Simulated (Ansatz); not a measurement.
# SnSe2 monolayer (2H): modes against uniaxial strain along the armchair direction, normal to a, with the width clamped, part 2 of 2

Wanted: the shifts of the zone-centre modes of SnSe2 monolayer (2H) with strain.

Ansatz 0.2.0; DFT PBE, scalar-relativistic, plane waves, PAW; PAW set soft_1.

So far, highest optical mode at the zone centre (no LO-TO term) (cm⁻¹): step 5 (modes at rest) 230.

## Step 7: Zone-centre modes of the member: uniaxial strain of +5 % along the armchair direction, normal to a, with the width clamped

The zone-centre modes follow for uniaxial strain of +5 % along the armchair direction, normal to a, with the width clamped.

Input file input.yaml:

```yaml
crystal:
  lattice:
    - [3.794194891, 0.0, 0.0]
    - [-1.8970974455, 3.4501626206, 0.0]
    - [0.0, 0.0, 30.46]
  atoms:
    - { symbol: Sn, position: [0.3336088249, 0.6672176498, 0.3282994091] }
    - { symbol: Se, position: [0.6665289209, 0.3330578417, 0.3847429996] }
    - { symbol: Se, position: [0.6665289209, 0.3330578417, 0.2718558186] }
  periodic: [true, true, false]
kpoints:
  mp_grid: { grid: [12, 12, 1] }
hamiltonian:
  xc: pbe
  pseudopotentials: { kind: paw, azcp: { folder: soft_1 } }
scf:
  occupations: { method: gaussian, width: 0.1 }
output:
  eigenvalues: true
phonons:
  method: dfpt
```

On the command line:

```console
$ ansatz run input.yaml --threads 4 --pin off --max-ram 16384MiB --backend cpu --events-out ev --progress --plain --runs-dir out
```

Numbers of over 12 decimals in the logs are rounded to 6 here.

Output:

```text
[...]
Crystal: 3 atoms, lattice volume = 398.739 Å³
Basis set: ecut = 420 eV, 7825 PW (Γ), exchange–correlation on 54×54×432 points (8 copies of the dense FFT grid, shifted against one another)
Bands: 28, of which v1, the nominal top of the filled ones, is band 23 counted from 1 (22 counted from 0)
Symmetry: 4 space group operations
k-points: 43 of 144 (irreducible under 2 space group operations, time reversal used)
[...]
SCF iter   1: F=—  HF=-16963.023019 eV  |F-HF|=—  |Δ(HF+E_count)|=         —  Δρ=1.36e-2  dr2=1.44e0  ethr=3.10e-3  ⟨swp⟩=14.4  Hψ=7910  notcnv=0
[...]
SCF iter  11: F=-16962.633006 eV  HF=-16962.633006 eV  |F-HF|=1.38e-10  |Δ(HF+E_count)|=  1.67e-10  Δρ=3.01e-8  dr2=4.61e-12  ethr=1.00e-12  ⟨swp⟩=19.3  Hψ=8611  notcnv=0
SCF 1 converged in 11 iterations: F = -16962.633006 eV  dr2 = 4.61e-12
[...]
SCF converged after 11 iterations
Free energy (F): -16962.633006 eV
[...]
Internal energy: -16962.629864 eV  (E = F + TS)
E sigma→0 (E₀):  -16962.631435 eV
Entropy (-TS):   -0.003142 eV (-1.047 meV/atom)
Fermi energy:    -5.779966 eV
[...]
--- Band table (eV; the first three rows and the last of 43) ---
  k-point 0: bands = [... 19 lower, -6.7981, -6.5544, -5.9588, -5.7368, -5.5190, -2.4903, -2.0865, -1.6651, ... 1 higher]
  k-point 1: bands = [... 19 lower, -7.2527, -6.6585, -6.2870, -5.7765, -5.0467, -2.2963, -2.1146, -1.5383, ... 1 higher]
  k-point 2: bands = [... 19 lower, -7.5232, -6.9158, -6.6867, -5.8811, -4.6224, -2.6200, -1.4342 (-1.4342°), -1.2491, ... 1 higher]
  k-point 42: bands = [... 19 lower, -9.1663, -8.9631, -7.3421, -6.0872, -4.9722, -2.8538, -1.2847, -0.6598, ... 1 higher]
  ° read free of the cell's end (the report's vacuum.weakly_bound_levels)
[...]
ASR residual: 1.072e-4 → 0.000e0 eV/Å²; symmetrization residual: 2.451e-5 eV/Å²
[...]
ASR residual per site (eV/Å²): 1.07e-4 3.25e-5 1.73e-5
  Γ frequencies (cm⁻¹): -96.74 -88.26 0.00 0.00 0.00 113.79 125.82 198.36 214.07
[...]
```

Wall time 2.6 min (4 threads of Arm Neoverse V1, shared host); peak memory 1.9 GiB.

This step gave:

```
sum-rule residual before enforcement                    : 1.07e-4 eV/Å²
point group                                             : mm2
highest optical mode at the zone centre (no LO-TO term) : 214.1 cm⁻¹
lowest optical zone-centre mode                         : -96.74 cm⁻¹
```

Without the LO-TO term. Patterns of degenerate modes are one choice out of their space. Modes at Γ, with each element's share of the kinetic energy (negative means imaginary):

| mode | frequency (cm⁻¹) | symmetry | Sn % | Se % |
| --- | --- | --- | --- | --- |
| 1 | -96.7 | B1 | 0 | 100 |
| 2 | -88.3 | A2 | 0 | 100 |
| 3 | 0.0 | acoustic | 43 | 57 |
| 4 | 0.0 | acoustic | 43 | 57 |
| 5 | 0.0 | acoustic | 43 | 57 |
| 6 | 113.8 | A1 | 57 | 43 |
| 7 | 125.8 | B2 | 57 | 43 |
| 8 | 198.4 | A1 | 0 | 100 |
| 9 | 214.1 | B1 | 57 | 43 |

Displacements in mode 1 (-96.7 cm⁻¹), the largest set to 1:
```
Sn1  0.00  0.00  0.01
Se2  0.00 -1.00 -0.01
Se3  0.00  1.00 -0.01
```

Displacements in mode 9 (214.1 cm⁻¹), the largest set to 1:
```
Sn1  0.00  0.00  1.00
Se2  0.00  0.01 -0.75
Se3  0.00 -0.01 -0.75
```

The lowest optical mode is imaginary, 96.7i cm⁻¹, so the energy falls along it, and the highest lies at 214.1 cm⁻¹.

For the highest optical mode at the zone centre (no LO-TO term), step 5 gave 230 cm⁻¹; this run, with strain 5 %, gives 214 cm⁻¹ (-7 %).

## Step 8: A member of the series: uniaxial strain of -3 % along the armchair direction, normal to a, with the width clamped

The cell takes a uniaxial strain of -3 % along the armchair direction, normal to a, with the width clamped. The cell is held, and the atoms relax in it.

input.yaml, the sections that differ from step 7:

```yaml
crystal:
  lattice:
    - [3.794194891, 0.0, 0.0]
    - [-1.8970974455, 3.1872930877, 0.0]
    - [0.0, 0.0, 30.46]
  atoms:
    - { symbol: Sn, position: [0.3324455757, 0.6648911514, 0.3282994091] }
    - { symbol: Se, position: [0.6671105455, 0.3342210909, 0.385112139] }
    - { symbol: Se, position: [0.6671105455, 0.3342210909, 0.2714866792] }
  periodic: [true, true, false]
output:
  forces: true
  stress: true
  eigenvalues: true
relax:
  adjacent_minimum: "off"
  f_tol: 0.001
  max_steps: 60
# kpoints, hamiltonian, scf: as in step 7
# phonons: removed
```

Output:

```text
[...]
Crystal: 3 atoms, lattice volume = 368.359 Å³
Basis set: ecut = 420 eV, 7229 PW (Γ), exchange–correlation on 54×50×432 points (8 copies of the dense FFT grid, shifted against one another)
Bands: 28, of which v1, the nominal top of the filled ones, is band 23 counted from 1 (22 counted from 0)
Symmetry: 4 space group operations
[...]
--- Relaxed structure (5 steps of the walk, 4 accepted, 0 SCFs on fresh bases) ---
  F+E_penalty+E_count = -16962.67061415 eV   max|allowed force component| = 6.829e-5 eV/Å
  cell:  # Å, volume = 368.3592 Å³
    - [3.794194891, 0.0, 0.0]
    - [-1.8970974455, 3.1872930877, 0.0]
    - [0.0, 0.0, 30.46]
  atoms:
    - { symbol: Sn, position: [0.331847, 0.663694, 0.3282994091] }
    - { symbol: Se, position: [0.667410, 0.334820, 0.385216] }
    - { symbol: Se, position: [0.667410, 0.334820, 0.271383] }
[key lines of the parts left out:]
SCF converged after 4 iterations
Free energy (F): -16962.670614 eV
Fermi energy:    -5.521500 eV
P = ½ c Tr σ = 1.4530 N/m
```

It took 55 s on 4 threads; peak memory 0.87 GiB.

Hardly anything moved in the relaxation; the energy changed by under 0.2 meV an atom.

Numbers from this step:

```yaml
area_per_atom: 4.031 Å²
```

The largest force component left is 0.067 meV/Å.

## Step 9: Modes of this member: uniaxial strain of -3 % along the armchair direction, normal to a, with the width clamped

The zone-centre modes follow for uniaxial strain of -3 % along the armchair direction, normal to a, with the width clamped.

input.yaml, the sections that differ from step 8:

```yaml
crystal:
  lattice:
    - [3.794194891, 0.0, 0.0]
    - [-1.8970974455, 3.1872930877, 0.0]
    - [0.0, 0.0, 30.46]
  atoms:
    - { symbol: Sn, position: [0.3318468845, 0.663693769, 0.3282994091] }
    - { symbol: Se, position: [0.667409891, 0.3348197821, 0.3852160303] }
    - { symbol: Se, position: [0.667409891, 0.3348197821, 0.2713827879] }
  periodic: [true, true, false]
output:
  eigenvalues: true
phonons:
  method: dfpt
# kpoints, hamiltonian, scf: as in step 8
# relax: removed
```

Output:

```text
[...]
Crystal: 3 atoms, lattice volume = 368.359 Å³
Basis set: ecut = 420 eV, 7229 PW (Γ), exchange–correlation on 54×54×432 points (8 copies of the dense FFT grid, shifted against one another)
Bands: 28, of which v1, the nominal top of the filled ones, is band 23 counted from 1 (22 counted from 0)
Symmetry: 4 space group operations
[...]
k-point 42: bands = [... 19 lower, -9.2428, -9.1099, -7.3993, -6.1867, -4.6072, -2.7769, -0.4127, 0.0587, ... 1 higher]
  ° read free of the cell's end (the report's vacuum.weakly_bound_levels)
[...]
ASR residual: 1.422e-4 → 0.000e0 eV/Å²; symmetrization residual: 2.846e-5 eV/Å²
[...]
ASR residual per site (eV/Å²): 1.42e-4 3.04e-5 1.74e-5
  Γ frequencies (cm⁻¹): -79.79 -75.68 0.00 0.00 0.00 132.65 136.71 197.06 231.17
[...]
[key lines of the parts left out:]
SCF converged after 11 iterations
Free energy (F): -16962.670614 eV
Fermi energy:    -5.521510 eV
```

It took 2.3 min on 4 threads; peak memory 1.8 GiB.

Numbers from this step:

| Property | Result |
| --- | --- |
| sum-rule residual before enforcement | 1.42e-4 eV/Å² |
| highest optical mode at the zone centre (no LO-TO term) | 231.2 cm⁻¹ |
| lowest optical zone-centre mode | -79.79 cm⁻¹ |

Without the LO-TO term. Patterns of degenerate modes are one choice out of their space. Modes at Γ, with each element's share of the kinetic energy (negative means imaginary):

| mode | frequency (cm⁻¹) | symmetry | Sn % | Se % |
| --- | --- | --- | --- | --- |
| 1 | -79.8 | A2 | 0 | 100 |
| 2 | -75.7 | B1 | 0 | 100 |
| 3 | 0.0 | acoustic | 43 | 57 |
| 4 | 0.0 | acoustic | 43 | 57 |
| 5 | 0.0 | acoustic | 43 | 57 |
| 6 | 132.7 | B2 | 57 | 43 |
| 7 | 136.7 | A1 | 57 | 43 |
| 8 | 197.1 | A1 | 0 | 100 |
| 9 | 231.2 | B1 | 57 | 43 |

Displacements in mode 1 (-79.8 cm⁻¹), the largest set to 1:
```
Sn1  0.00  0.00  0.00
Se2  1.00  0.00  0.00
Se3 -1.00  0.00  0.00
```

Displacements in mode 9 (231.2 cm⁻¹), the largest set to 1:
```
Sn1  0.00  0.00  1.00
Se2  0.00  0.00 -0.75
Se3  0.00  0.00 -0.75
```

The lowest optical mode is imaginary, 79.8i cm⁻¹, so the energy falls along it, and the highest lies at 231.2 cm⁻¹.

## Step 10: The series together

The members are set side by side, also those not shown above.

Energies are extrapolated to zero smearing, and E0 is that at rest; imaginary frequencies occur in the series; the cell is clamped and the atoms are relaxed; all runs use 12×12×1 k points and Gaussian smearing of 0.1 eV. State of the crystal along the series:

| strain (%) | E - E0 (meV/atom) | gap on mesh (eV) |
| --- | --- | --- |
| -3 | 8.541 | 0 |
| -2 | 3.773 | 0 |
| -1 | 0.9521 | 0 |
| 0 | 0 | 0.02475 |
| 1 | 0.842 | 0 |
| 2 | 3.425 | 0 |
| 3 | 7.69 | 0 |
| 4 | 13.55 | 0 |
| 5 | 20.91 | 0 |

Optical modes are counted from below at rest and tracked from member to member by their patterns, and modes that stay within 0.3 cm⁻¹ of each other stand once; labels, where given, are those at rest, then, where named, those of the strained cell; imaginary frequencies occur in the series; the cell is clamped and the atoms are relaxed; all runs use 12×12×1 k points and Gaussian smearing of 0.1 eV. Optical modes along the series:

| strain (%) | optical mode 1 E'' single part (cm⁻¹) | optical mode 2 E'' to A2 single part (cm⁻¹) | optical mode 3 E' to A1 single part (cm⁻¹) | optical mode 4 E' single part (cm⁻¹) | optical mode 5 A1' to A1 (cm⁻¹) | optical mode 6 A2'' (cm⁻¹) |
| --- | --- | --- | --- | --- | --- | --- |
| -3 | -75.68 | -79.79 | 136.7 | 132.7 | 197.1 | 231.2 |
| -2 | -79.07 | -82.07 | 134.8 | 131.8 | 198.2 | 231.5 |
| -1 | -82.28 | -83.88 | 132.6 | 131 | 198.8 | 231 |
| 0 | -85.33 | -85.33 | 130.2 | 130.2 | 199.1 | 229.7 |
| 1 | -88.1 | -86.41 | 127.5 | 129.4 | 199.5 | 227.7 |
| 2 | -90.56 | -87.19 | 124.5 | 128.5 | 199.7 | 225 |
| 3 | -92.79 | -87.7 | 121.3 | 127.7 | 199.6 | 221.7 |
| 4 | -94.8 | -88.06 | 117.7 | 126.7 | 199.1 | 218 |
| 5 | -96.74 | -88.26 | 113.8 | 125.8 | 198.4 | 214.1 |

Value and slope at zero strain of a cubic (a lower polynomial where under five rows exist) through the rows within 2 % of rest. Slopes at rest:

| mode | frequency (cm⁻¹) | shift per percent of strain (cm⁻¹) |
| --- | --- | --- |
| optical mode 3 E' to A1 single part | 130.2 | -2.57 |
| optical mode 4 E' single part | 130.2 | -0.81 |
| optical mode 5 A1' to A1 | 199.2 | 0.35 |
| optical mode 6 A2'' | 229.7 | -1.63 |

## Step 11: What came out

| Item | Value |
| --- | --- |
| members | 9 |
| highest optical mode at the zone centre (no LO-TO term), at rest | 229.7 cm⁻¹ |
| optical mode 3 E' to A1 single part, shift per percent | -2.57 cm⁻¹ |
| optical mode 4 E' single part, shift per percent | -0.81 cm⁻¹ |
| optical mode 5 A1' to A1, shift per percent | 0.35 cm⁻¹ |
| optical mode 6 A2'', shift per percent | -1.63 cm⁻¹ |

**Reading.** The strain lowers the symmetry: the level at 130.2 cm⁻¹ splits, into 113.8 and 125.8 cm⁻¹ at +5 %. Within 2 % of rest optical mode 5 A1' to A1 and optical mode 6 A2'' bend away from a straight line, so a single slope holds only near rest. The fastest shift in the table of slopes is -2.6 cm⁻¹ for each percent (optical mode 3 E' to A1 single part). The width is clamped, so the contraction across the strain that a free sheet shows is left out. A mode is imaginary at strain (%) -3, -2, -1, 0, 1, 2, 3, 4 and 5, where this structure is not a minimum. These are harmonic frequencies at zero temperature: anharmonic shifts, linewidths and thermal expansion are left out. Spin-orbit coupling is left out, which can matter for the heavy elements here. With no gap, or one that is small against the smearing, the frequencies hang on the k mesh and the smearing, most of all near Kohn anomalies. A semilocal functional can close a gap that the real compound would have, so the metallic treatment may be an artefact of the level. The starting cell was built on a prototype and not taken from a measurement. Only the zone centre was solved, so an instability at another wavevector cannot show here.

[Logs are printed without paths, hosts, clocks, repeated set-up lines and the standing remarks that a program may print on its own settings, such as how far it seeks lower states.]

[Hosts, paths, dates, database ids (printed as entryN), source tags and the programs' standing remarks are cut or masked in the printed files.]
